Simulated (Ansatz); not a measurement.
# From PBE to G0W0: WSe2 (P6_3/mmc)

How far does one-shot GW move the PBE gap of WSe2 (P6_3/mmc)?

Method: PBE, then G0W0 on it, plane waves, PAW, in Ansatz 0.2.0.

The database entry behind the starting cell differs from later determinations by our own check (a about 0.2 % long), so it need not match the best structure at ambient conditions.

## 1. Starting point

It takes space group P6_3/mmc (No. 194, hexagonal). The conventional cell has a = 3.290 Å, b = 3.290 Å, c = 12.970 Å, α = 90.00°, β = 90.00°, γ = 120.00°. Nearest to W lie 6 Se at 2.53 Å. Nearest to Se lie 3 W at 2.53 Å. Farther neighbours and most contacts between anions are not listed.

The cell and positions come from the Crystallography Open Database and are kept as given unless a step says otherwise. Spin-orbit coupling is left out unless a step names it. The default PAW set here is soft_2. Its files were made with PBE.

## 2. The PBE band structure

Levels along a band path and on the mesh show where this functional puts the band edges.

This step: DFT, PBE, plane waves, PAW.

Input file input.yaml:

```yaml
crystal:
  lattice:
    - [3.29, 0.0, 0.0]
    - [-1.645, 2.8492235785, 0.0]
    - [0.0, 0.0, 12.97]
  atoms:
    - { symbol: W, position: [0.3333333333, 0.6666666667, 0.25] }
    - { symbol: W, position: [0.6666666667, 0.3333333333, 0.75] }
    - { symbol: Se, position: [0.3333333333, 0.6666666667, 0.621] }
    - { symbol: Se, position: [0.6666666667, 0.3333333333, 0.121] }
    - { symbol: Se, position: [0.3333333333, 0.6666666667, 0.879] }
    - { symbol: Se, position: [0.6666666667, 0.3333333333, 0.379] }
kpoints:
  mp_grid: { grid: [12, 12, 2] }
  band_path:
    path:
      - [[0.0, 0.0, 0.0], [0.5, 0.0, 0.0], [0.33333333, 0.33333333, 0.0], [0.0, 0.0, 0.0], [0.0, 0.0, 0.5], [0.5, 0.0, 0.5], [0.33333333, 0.33333333, 0.5], [0.0, 0.0, 0.5]]
      - [[0.5, 0.0, 0.5], [0.5, 0.0, 0.0]]
      - [[0.33333333, 0.33333333, 0.5], [0.33333333, 0.33333333, 0.0]]
    npoints: 10
hamiltonian:
  xc: pbe
scf:
  occupations: { method: fermi_dirac, width: 0.02 }
  n_extra_bands: 6
output:
  eigenvalues: true
  forces: true
  stress: true
  write_density: true
  write_potential: true
  elf: true
  volumetric_format: npy
```

Command:

```
$ ansatz run input.yaml --threads 3 --pin off --max-ram 92160MiB --backend cuda --events-out ev --progress --plain --runs-dir out --devices 1 --max-vram 13GiB  # rebuilt from the run's record
```

Numbers of over 12 decimals in the logs are rounded to 6 here.

What it wrote:

```text
scf.n_extra_bands = 6 over 46 filled bands (N_el = 92.0): the run solves 52 bands
GPUs: using 1 of 1 available (devices: 1).
Engine: ansatz 0.2.0, x86_64-unknown-linux-gnu
Pseudopotentials: kind: paw
Pseudopotential: W, paw, valence charge 14, recommended cutoff 420 eV (normal), W.paw.azcp
Pseudopotential: Se, paw, valence charge 16, recommended cutoff 420 eV (normal), Se.paw.azcp
Functional definition: PBE
  parameter kappa = 0.804
  parameter beta = 0.066725
  exchange = pbe_x(kappa = kappa, mu = beta*pi^2/3)
  correlation = pbe_c(beta = beta)
device memory: the entry about to start is reckoned to put 4.0 GiB on a device that reports 24.5 GiB free (of which the cap on the GPU budget leaves the run 13.0 GiB)
GPU FFT provider: cuFFT
GPU libraries: cuBLAS 13.8.2, cuFFT 12.4.0, cuSOLVER 12.3.4
Crystal: 6 atoms, lattice volume = 121.580 Å³
Basis set: ecut = 420 eV, 2419 PW (Γ), exchange–correlation on 48×48×180 points (8 copies of the dense FFT grid, shifted against one another)
Bands: 52, of which v1, the nominal top of the filled ones, is band 46 counted from 1 (45 counted from 0)
Symmetry: 24 space group operations
Space group: P63/mmc (ITA 194), of the structure as read, at distance tolerance 5.0e-5 Å
k-points: 38 of 288
Non-local potential: W, projectors of the file, l = 0: 3, l = 1: 2, l = 2: 2, l = 3: 1
Non-local potential: Se, projectors of the file, l = 0: 2, l = 1: 2, l = 2: 3, l = 3: 1
PAW form: soft (Blöchl's): semilocal exchange-correlation on the pseudo side does not see the compensation charge
PAW one-centre angular grid: W, 590 points (default); XC on 64 Gauss nodes
PAW one-centre angular grid: Se, 590 points (default); XC on 64 Gauss nodes
Initial density: superposition of atomic densities (neutral atoms: chi_scale 0, normalization atom), corrected by the library's trained network
Initial wavefunctions: pseudopotential atomic-orbital guess
GPU buffer pool allocated for 51840 grid points (all kernels)
GPU transforms: local potential and band sums: pruned to the plane-wave sphere, on 24×24×90
Functional: x = pbe(κ = 0.804, μ = 0.219515), c = pbe(β = 0.066725)
SCF iter   1: F=—  HF=-42649.195836 eV  |F-HF|=—  |Δ(HF+E_count)|=         —  Δρ=4.31e-3  dr2=5.43e-3  ethr=1.77e-3  ⟨swp⟩=6.0  Hψ=6975  notcnv=0
preconditioner: auto → Resta (q_TF=auto, 2.604 Å⁻¹)  ε∞=7.4  [insulator: Δε(μ)=0.971 eV  Ē_g=7.989 eV  σ=0.020 eV  W_gap=1.00  n_scr=40 (ndim 8)  ℏωp=20.2 eV  f_vac=0.044  D(μ)=0.00/eV (n_scr^D=0)  ε∞_Penn≈7.4]
SCF iter   2: F=—  HF=-42649.204492 eV  |F-HF|=—  |Δ(HF+E_count)|=   8.66e-3  Δρ=2.52e-3  dr2=1.82e-3  ethr=5.90e-6  ⟨swp⟩=2.0  Hψ=3479  notcnv=0  defer=19
SCF iter   3: F=—  HF=-42649.208948 eV  |F-HF|=—  |Δ(HF+E_count)|=   4.46e-3  Δρ=3.30e-4  dr2=2.88e-4  ethr=1.98e-6  ⟨swp⟩=2.0  Hψ=2870  notcnv=0  defer=19
SCF iter   4: F=—  HF=-42649.209022 eV  |F-HF|=—  |Δ(HF+E_count)|=   7.41e-5  Δρ=8.66e-5  dr2=3.67e-6  ethr=3.13e-7  ⟨swp⟩=2.0  Hψ=3596  notcnv=0  defer=19
SCF iter   5: F=—  HF=-42649.209012 eV  |F-HF|=—  |Δ(HF+E_count)|=   9.98e-6  Δρ=2.95e-5  dr2=6.29e-7  ethr=3.99e-9  ⟨swp⟩=2.0  Hψ=3403  notcnv=0  defer=19
SCF iter   6: F=-42649.209014 eV  HF=-42649.209014 eV  |F-HF|=6.67e-8  |Δ(HF+E_count)|=   1.64e-6  Δρ=7.44e-6  dr2=7.75e-8  ethr=1.09e-10  ⟨swp⟩=9.1  Hψ=15449  notcnv=0
SCF 1 converged in 6 iterations: F = -42649.209014 eV  dr2 = 7.75e-8
  greatest PAW one-centre occupation: 1.000 electrons in one spin orbital (limit 2), on the Se atom at site 5 (counted from 0), in its partial waves of l = 2
device memory: the entry about to start is reckoned to put 2.7 GiB on a device that reports 24.6 GiB free (of which the cap on the GPU budget leaves the run 13.0 GiB)
NSCF: frozen V_eff on 93 k-points
SCF converged after 6 iterations
Free energy (F): -42649.209014 eV
Harris-Foulkes:  -42649.209014 eV  (|F-HF|=6.67e-8)
Internal energy: -42649.209014 eV  (E = F + TS)
E sigma→0 (E₀):  -42649.209014 eV
Fermi energy:    13.426762 eV
--- Per-component energies (eV) ---
  E_band       = -1683.245353
  E_kinetic    = 1379.655107
  E_local      = -11426.392764  (includes V_loc(G=0)·N_el)
  E_nonlocal   = -2379.712476
  E_hartree    = 5496.521364
  E_xc         = -953.321366
  E_vxc        = -873.931480  (∫ρ·V_xc dr)
  E_paw        = -24771.110947  (= ΣΔE_a)
  E_vpaw       = 624.109458  (= ΣTr[D̂ρ^β])
  E_aug_tail   = -0.002475  (compensation charges beyond the density's cutoff)
  E_ewald      = -9994.845457
  E_smearing   = -0.000000  (= −TS)
  E_closure    = 0.000000  (closes the sum)
  Σ components = -42649.209014   (vs F -42649.209014, Δ=0.00e0)
--- Forces (eV/Å), atoms counted from 1 ---
  atom   1  W      0.00000000    -0.00000000     0.00000000
  atom   2  W      0.00000000     0.00000000     0.00000000
  atom   3  Se    -0.00000000    -0.00000000    -0.16917715
  atom   4  Se     0.00000000     0.00000000    -0.16917715
  atom   5  Se    -0.00000000    -0.00000000     0.16917715
  atom   6  Se    -0.00000000     0.00000000     0.16917715
  max |Σ_I F_I| component: 9.25e-18 eV/Å
--- Stress (GPa, compression-positive) ---
        3.380195      -0.000000       0.000000
       -0.000000       3.380195       0.000000
        0.000000       0.000000       4.371039
  P = ⅓ Tr σ = 3.7105 GPa (37.105 kbar)
--- Band table (eV; the first three rows and the last of 38) ---
  k-point 0: bands = [... 42 lower, 11.4570, 11.8529, 11.8903, 12.9575, 15.5965, 15.5965, 15.6470, 15.6470, ... 2 higher]
  k-point 1: bands = [... 42 lower, 11.4294, 11.4294, 12.7410, 12.7410, 15.6020, 15.6020, 15.6020, 15.6020, ... 2 higher]
  k-point 2: bands = [... 42 lower, 11.3931, 11.8773, 12.0810, 12.7852, 15.3666, 15.4010, 15.4479, 15.5227, ... 2 higher]
  k-point 37: bands = [... 42 lower, 10.2229, 10.2229, 12.6170, 12.6170, 14.2840, 14.2840, 15.3886, 15.3886, ... 2 higher]
```

Run time: 9.3 s. Hardware: 1 × NVIDIA H100 80GB HBM3 (shared by 6 runs) with 3 threads of AMD EPYC 7R13 (Zen 3), shared host; peak memory 1 GiB; 6.8 s of CPU time.

Reading the cycles: dr2 is the Hartree energy of the density residual (eV), the measure of convergence; HF is the Harris–Foulkes estimate of the energy, which meets the free energy F at convergence.

Numbers from this step:

* pressure: 3.710 GPa
* filled bands: 46
* gap: 0.9743 eV
* valence top at: Γ
* conduction bottom at: k = (0.167, 0.167, 0.000)
* least direct gap: 1.527 eV

Over mesh and path the gap is 0.974 eV, from k = Γ to k = (0.167, 0.167, 0.000). The least direct gap found is 1.527 eV, at k = (0.333, 0.333, 0.000).

Electronic bands along the path, in eV, zero at the top of the highest nominally filled band:

| point | band 43 | band 44 | band 45 | band 46 | band 47 | band 48 | band 49 | band 50 |
| --- | --- | --- | --- | --- | --- | --- | --- | --- |
| Γ | -1.50 | -1.10 | -1.07 | 0.00 | 2.64 | 2.64 | 2.69 | 2.69 |
| halfway | -1.86 | -1.52 | -1.35 | -1.22 | 1.33 | 1.99 | 2.24 | 2.26 |
| M | -1.43 | -1.36 | -1.28 | -1.11 | 2.13 | 2.17 | 2.31 | 2.65 |
| halfway | -2.65 | -2.26 | -0.85 | -0.57 | 1.84 | 1.96 | 2.54 | 2.63 |
| K | -2.55 | -2.55 | -0.45 | -0.20 | 1.33 | 1.33 | 1.90 | 3.08 |
| halfway | -1.70 | -1.49 | -1.14 | -1.10 | 0.97 | 1.86 | 2.03 | 2.05 |
| Γ | -1.50 | -1.10 | -1.07 | 0.00 | 2.64 | 2.64 | 2.69 | 2.69 |
| halfway | -1.51 | -1.51 | -0.55 | -0.05 | 2.64 | 2.64 | 2.66 | 2.66 |
| A | -1.53 | -1.53 | -0.22 | -0.22 | 2.64 | 2.64 | 2.64 | 2.64 |
| halfway | -1.90 | -1.90 | -1.23 | -1.23 | 1.72 | 1.72 | 2.10 | 2.10 |
| L | -1.34 | -1.34 | -1.24 | -1.24 | 2.14 | 2.14 | 2.51 | 2.51 |
| halfway | -2.54 | -2.54 | -0.70 | -0.70 | 1.90 | 1.90 | 2.64 | 2.64 |
| H | -2.73 | -2.73 | -0.34 | -0.34 | 1.33 | 1.33 | 2.43 | 2.43 |
| halfway | -1.66 | -1.66 | -1.12 | -1.12 | 1.37 | 1.37 | 2.15 | 2.15 |
| A | -1.53 | -1.53 | -0.22 | -0.22 | 2.64 | 2.64 | 2.64 | 2.64 |
| jump to L | -1.34 | -1.34 | -1.24 | -1.24 | 2.14 | 2.14 | 2.51 | 2.51 |
| halfway | -1.40 | -1.32 | -1.29 | -1.15 | 2.13 | 2.16 | 2.38 | 2.61 |
| M | -1.43 | -1.36 | -1.28 | -1.11 | 2.13 | 2.17 | 2.31 | 2.65 |
| jump to H | -2.73 | -2.73 | -0.34 | -0.34 | 1.33 | 1.33 | 2.43 | 2.43 |
| halfway | -2.63 | -2.63 | -0.42 | -0.25 | 1.33 | 1.33 | 2.05 | 2.88 |
| K | -2.55 | -2.55 | -0.45 | -0.20 | 1.33 | 1.33 | 1.90 | 3.08 |

Electrostatic potential energy in the ac plane at fractional y = 0.333, with atoms of W and Se within 0.2 Å of it. With pseudopotentials it is smooth inside the atoms' cores, unlike the true potential.

Ten even steps from '0' (-35 eV) to '9' (17 eV), each cell a mean:
```
99999999999999999
99888999999999999
87767789999999999
88777888888888888
88999887532122467
78999874000000015
78999875100000026
88888888765445678
87777789999999998
88777889999999999
99999999999999999
99999999999999999
99999999999889999
99999998666665678
89999975567777656
89999986556666557
88888888877667788
76656678899999988
77666788888888888
88888888765556678
89999985567777556
89999986567776557
99999998876666789
99999999999999999
```
Columns run along a (3.3 Å; values clipped at the 3rd and 97th percentile), rows up along c (13.0 Å). Atoms in or near the plane, at fractional coordinates: W at (0.67, 0.75), Se at (0.67, 0.12), Se at (0.67, 0.38).

ELF in the ac plane at fractional y = 0.333, with atoms of W and Se within 0.2 Å of it. It is the smooth field of the valence electrons, not physical close to the nuclei.

Ten even steps from '0' (0.03) to '9' (0.87), each cell a mean:
```
23444310000000001
67887754210000124
77888776421112346
77777765432222346
34555432356665432
22343224775236863
23443223676557752
56666543234443323
77777776432222356
78888765321111246
56777642100000013
01121100011111000
20000124688998764
63001478999999998
74213688864224788
74223578875446788
32111245666666665
22333222222222222
22222223344444432
53112357777667776
75223678863224788
74112589986556898
52000368999999997
00000012456766531
```
Columns run along a (3.3 Å), rows up along c (13.0 Å). Atoms in or near the plane, at fractional coordinates: W at (0.67, 0.75), Se at (0.67, 0.12), Se at (0.67, 0.38).

(Continued in part 2 of 2.)

[Paths, hosts, dates, memory and timing lines, banners, echoed tables and standing remarks are left out of the program output.]

[Logs are printed without paths, hosts, clocks, repeated set-up lines and the standing remarks that a program may print on its own settings, such as how far it seeks lower states.]

[Runs of the session that timed out or met a known fault of the program may be left out.]

[Cells called generated may have been cut or substituted from an entry of the Crystallography Open Database or the Materials Project.]

[Hosts, paths, dates, database ids (printed as entryN), source tags and the programs' standing remarks are cut or masked in the printed files.]

[Where an RPA ε∞ is given, it is that of the G0W0 mesh and is not shown converged in it. Names of k-points follow the symmetry that the program found, which can be lower than the space group named. Band edges on a path are those of the sampled points; other points can move an edge, and change direct to indirect where valleys lie close.]

[Hybrid gaps are those of their k-mesh and are not shown converged in it.]
